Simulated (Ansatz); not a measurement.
# k-point convergence of GW for HgC2S2N2 (C2/m)

Wanted: mesh convergence of the gap correction in HgC2S2N2 (C2/m).

Method: G0W0 on PBE, plane waves, PAW; PAW set soft_1, in Ansatz 0.2.0.

Report form: the programs' logs are mostly left out.

## (1) Starting point

Symmetry: C2/m, No. 12, monoclinic system. Conventional cell: a = 10.878 Å, b = 4.042 Å, c = 6.435 Å, α = 90.00°, β = 95.28°, γ = 90.00°. Nearest to Hg lie 2 S at 2.43 Å. C has 1 N at 1.18 Å and 1 S at 1.66 Å nearest. Nearest to S lie 1 C at 1.66 Å and 1 Hg at 2.43 Å. N has 1 C at 1.18 Å nearest. Farther neighbours and most contacts between anions are not listed.

Geometry: measured cell, ions relaxed with PBE. The runs that relaxed it are not among those shown. Spin-orbit coupling is left out unless a step names it.

## (2) The 2×2×2 mesh

G0W0 replaces the xc potential by the self-energy, built once from these orbitals. Only a window of levels is corrected, while the sums run over the empty bands that the input names. This step takes PAW set soft_1 files.

input.yaml reads:

```yaml
crystal:
  lattice:
    - [5.439, -2.021, 0.0]
    - [5.439, 2.021, 0.0]
    - [-0.5921680587, 0.0, 6.4076955288]
  atoms:
    - { symbol: Hg, position: [0.0, 0.0, 0.0] }
    - { symbol: C, position: [0.2661513025, 0.2661513025, 0.2233405963] }
    - { symbol: C, position: [0.7338486975, 0.7338486975, 0.7766594037] }
    - { symbol: S, position: [0.1320101513, 0.1320101513, 0.3259806969] }
    - { symbol: S, position: [0.8679898487, 0.8679898487, 0.6740193031] }
    - { symbol: "N", position: [0.3633996325, 0.3633996325, 0.1569129335] }
    - { symbol: "N", position: [0.6366003675, 0.6366003675, 0.8430870665] }
kpoints:
  mp_grid: { grid: [2, 2, 2] }
hamiltonian:
  xc: pbe
  pseudopotentials: { kind: paw, azcp: { folder: soft_1 } }
scf:
  occupations: { method: fixed }
gw:
  n_empty_bands: 319
  ecut_chi: 100
  qp_bands: [v2, c2]
  qp_kpoints: band_edges
  screening: { model: contour_deformation }
```

Command:

```sh
$ ansatz run input.yaml --threads 2 --pin off --max-ram 92160MiB --backend cuda --events-out ev --progress --plain --runs-dir out --devices 1 --max-vram 13GiB
```

Wall time 9.7 s (1 × NVIDIA H100 80GB HBM3 (shared by 6 runs) with 2 threads of AMD EPYC 7R13 (Zen 3), shared host); peak memory 1.2 GiB.

Numbers from this step:

```
bands summed                                 : 344
RPA ε∞ on this mesh (eigenvalues)            : 2.798, 3.207, 5.383
plane waves in the screening matrix          : 327
q-points in the mesh                         : 8
G0W0 gap on the mesh                         : 4.013 eV
k of the valence top                         : -0.5, -0.5, 0
k of the conduction bottom                   : 0, 0, 0
starting gap on the mesh                     : 2.201 eV
Z at the valence top                         : 0.7519
Z at the conduction bottom                   : 0.7890
least direct G0W0 gap on the computed points : 4.150 eV
```

The gap on the mesh goes from 2.20 eV to 4.01 eV, a correction of +1.81 eV. Between the two edge states, bare exchange in place of the xc potential would open the gap by 7.74 eV, and correlation takes back 5.93 eV.

## (3) The 4×4×2 mesh

Only the mesh changes. It samples the long-range screening, which converges on its own terms.

Edit input.yaml of step 2 so:

```diff
@@ -14,3 +14,3 @@
 kpoints:
-  mp_grid: { grid: [2, 2, 2] }
+  mp_grid: { grid: [4, 4, 2] }
 hamiltonian:
```

Elapsed: 24 s, on 1 × NVIDIA H100 80GB HBM3 (shared by 6 runs) with 2 threads; peak memory 1.5 GiB.

This step gave:

| Property | Result |
| --- | --- |
| bands summed | 344 |
| RPA ε∞ on this mesh (eigenvalues) | 2.606, 3.238, 5.183 |
| plane waves in the screening matrix | 327 |
| q-points in the mesh | 32 |
| G0W0 gap on the mesh | 3.996 eV |
| k of the valence top | -0.5, -0.5, 0 |
| k of the conduction bottom | 0, 0, 0 |
| starting gap on the mesh | 2.210 eV |
| Z at the valence top | 0.7552 |
| Z at the conduction bottom | 0.7918 |
| least direct G0W0 gap on the computed points | 4.139 eV |

Against the run with 2×2×2 mesh, 319 empty bands, screening to 100 eV, PAW set soft_1 files, the gap moves by −0.017 eV.

## (4) The 4×4×4 mesh

Edit input.yaml of step 3 so:

```diff
@@ -14,3 +14,3 @@
 kpoints:
-  mp_grid: { grid: [4, 4, 2] }
+  mp_grid: { grid: [4, 4, 4] }
 hamiltonian:
```

The job ended after 39 s (1 × NVIDIA H100 80GB HBM3 (shared by 6 runs) with 2 threads; peak memory 1.9 GiB; 62 s of CPU time).

This step gave:

```yaml
bands_summed: 344
rpa_eps_infinity_on_this_mesh_eigenvalues: 2.611, 3.233, 5.184
plane_waves_in_the_screening_matrix: 327
g0w0_gap_on_the_mesh: 3.995 eV
k_of_the_valence_top: -0.5, -0.5, 0
k_of_the_conduction_bottom: 0, 0, 0
starting_gap_on_the_mesh: 2.210 eV
least_direct_g0w0_gap_on_the_computed_points: 4.138 eV
```

Against the run with 4×4×2 mesh, 319 empty bands, screening to 100 eV, PAW set soft_1 files, the gap moves by −0.001 eV.

## (5) The 6×6×4 mesh

Edit input.yaml of step 4 so:

```diff
@@ -14,3 +14,3 @@
 kpoints:
-  mp_grid: { grid: [4, 4, 4] }
+  mp_grid: { grid: [6, 6, 4] }
 hamiltonian:
```

The job ended after 2.2 min (1 × NVIDIA H100 80GB HBM3 (shared by 6 runs) with 2 threads; peak memory 2.7 GiB; 3.7 min of CPU time).

This step gave:

```
bands summed                                 : 344
RPA ε∞ on this mesh (eigenvalues)            : 2.602, 3.234, 5.185
plane waves in the screening matrix          : 327
G0W0 gap on the mesh                         : 3.991 eV
k of the valence top                         : -0.5, -0.5, 0
k of the conduction bottom                   : 0, 0, 0
starting gap on the mesh                     : 2.210 eV
least direct G0W0 gap on the computed points : 4.134 eV
```

Against the run with 4×4×4 mesh, 319 empty bands, screening to 100 eV, PAW set soft_1 files, the gap moves by −0.004 eV.

## (6) The meshes together

Times are wall times on 1 × NVIDIA H100 80GB HBM3 (shared by 6 runs) with 2 threads of AMD EPYC 7R13 (Zen 3), shared host, good to a factor of about two.

```csv
mesh,points,irreducible,start (eV),G0W0 (eV),shift (eV),RPA ε∞ (mean),time
2×2×2,8,6,2.201,4.013,+1.812,3.80,9.7 s
4×4×2,32,14,2.210,3.996,+1.786,3.68,24 s
4×4×4,64,24,2.210,3.995,+1.785,3.68,39 s
6×6×4,144,47,2.210,3.991,+1.781,3.67,2.2 min
```

## (7) Results

```
2×2×2    : 4.013 eV (shift +1.812)
4×4×2    : 3.996 eV (shift +1.786)
4×4×4    : 3.995 eV (shift +1.785)
6×6×4    : 3.991 eV (shift +1.781)
settings : PBE start, 319 empty bands, 100 eV
```

The shift is +1.81 eV on 2×2×2 and +1.78 eV on 6×6×4; the last step moves it by −0.004 eV. The RPA ε∞ (mean) ranges from 3.67 to 3.80 and ends at 3.67. From 8 to 144 points the time grows 14-fold. Bands and cutoff are modest here, so the values stand off the basis limit. A d shell, filled or nearly so, lies near the gap. One-shot GW converges very slowly in bands there, not always from below, and on a semilocal start the gap tends to come out low; starts rich in exact exchange can overshoot instead. The many-body steps are scalar-relativistic: spin-orbit coupling is not in them.

[Paths, hosts, dates, memory and timing lines, banners, echoed tables and standing remarks are left out of the program output.]

[Logs are printed without paths, hosts, clocks, repeated set-up lines and the standing remarks that a program may print on its own settings, such as how far it seeks lower states.]

[Runs of the session that timed out or met a known fault of the program may be left out.]

[Cells called generated may have been cut or substituted from an entry of the Crystallography Open Database or the Materials Project.]

[Hosts, paths, dates, database ids (printed as entryN), source tags and the programs' standing remarks are cut or masked in the printed files.]
